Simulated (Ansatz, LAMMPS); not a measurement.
## Aqueous N(CH3)4+ and I-, 4.8 mol of salt per kg of water at 300 K (210 atoms): a reference run and its variants

Density of this cell: 1.23 g/cm³. The cell holds 210 atoms: 16 C, 4 N, 140 H, 46 O and 4 I. Cell: a = 13.025 Å, b = 13.025 Å, c = 13.025 Å, α = 90.0°, β = 90.0°, γ = 90.0°. 46 H2O, 4 N(CH3)4+, 4 I- placed at random, at 1.23 g/cm³; overlaps pushed apart, then 10 ps at 420 K with Joung-Cheatham ions (J. Phys. Chem. B 112, 9020 (2008)); MMFF94 bonds, angles, torsions, charges and radii (Halgren, J. Comput. Chem. 17, 490 (1996)) in harmonic and 12-6 forms; SPC/E water (Berendsen, Grigera and Straatsma, J. Phys. Chem. 91, 6269 (1987)). Snapshot after 20 ps at 300 K and fixed volume.

Geometry: as built.

Reference run: Kohn-Sham DFT, PBE+D4, PAW (set soft_2, large core), plane waves (Ansatz 0.2.0), cutoff 750 eV, Γ point, fixed occupations.

| Item | Value |
| --- | --- |
| r.m.s. force component | 0.6302 eV/Å |
| gap (highest filled to lowest empty level) | 3.723 eV |
| SCF cycles | 12 |
| time | 32 s on 8 threads of Intel Xeon Platinum 8259CL at 2.50GHz (Skylake/Cascade Lake), shared host |

**Question.** The same geometry is run again with each of these changes. How far do the results move, and how long does each run take?
- support functions medium
- support functions low
- support functions high
- support functions medium, radius 3.31 Å
- support functions medium, radius 3.58 Å
- support functions medium, radius 3.82 Å
- support functions medium, radius 4.09 Å
- support functions medium, radius 4.61 Å
- support functions medium, radius 5.12 Å

Each row is set against the run with plane waves at 750 eV (Kohn-Sham DFT, PBE+D4, PAW (set soft_2, large core), plane waves; r.m.s. force component 0.630 eV/Å). Energies are set beside the reference only for runs with its functional, potentials and electron count. Times are for 8 threads of Intel Xeon Platinum 8259CL at 2.50GHz (Skylake/Cascade Lake), shared host.

```tsv
run	Δ force, r.m.s. (meV/Å)	share of r.m.s. force (%)	Δ energy (meV/atom)	Δ gap (eV)	cycles	time	host memory (GiB)
reference	-	-	-	-	12	32 s	6.6
support functions medium	1.60	0.254	-0.594	4.0e-4	12	72 s	4.8
support functions low	1.70	0.271	-0.587	5.0e-4	11	62 s	4.7
support functions high	1.53	0.244	-0.659	1.0e-4	17	5 min	13
support functions medium, radius 3.31 Å	1.63	0.259	-0.594	2.0e-4	12	68 s	4.7
support functions medium, radius 3.58 Å	1.55	0.246	-0.594	1.0e-4	12	73 s	5.1
support functions medium, radius 3.82 Å	1.52	0.242	-0.594	0	12	96 s	5.4
support functions medium, radius 4.09 Å	1.48	0.234	-0.594	-1.0e-4	12	1.8 min	5.9
support functions medium, radius 4.61 Å	1.49	0.237	-0.594	-1.0e-4	12	2.4 min	7.2
support functions medium, radius 5.12 Å	1.52	0.241	-0.594	-2.0e-4	12	3.4 min	9.0
```

Among numerical settings the force difference runs from 1.5 meV/Å (support functions medium, radius 4.09 Å) to 1.7 meV/Å (support functions low). At 210 atoms the fastest of the runs at a preset level, support functions low, takes 1.9 times the time of plane waves, in 11 SCF cycles against 12. Differences between support functions and plane waves include what basis error the plane-wave run still has. As the radius goes from 3.31 to 5.12 Å, the force difference goes from 1.6 to 1.5 meV/Å, and the time from 68 s to 3.4 min. 

[Logs are printed without paths, hosts, clocks, repeated set-up lines and the standing remarks that a program may print on its own settings, such as how far it seeks lower states.]

[Hosts, paths, dates, database ids (printed as entryN), source tags and the programs' standing remarks are cut or masked in the printed files.]

[The MMFF94 radii named for the starting cell were scaled by 0.96; in molecules described by MMFF94, hydrogen bound to N, O or S took a small fixed 12-6 site in their place.]
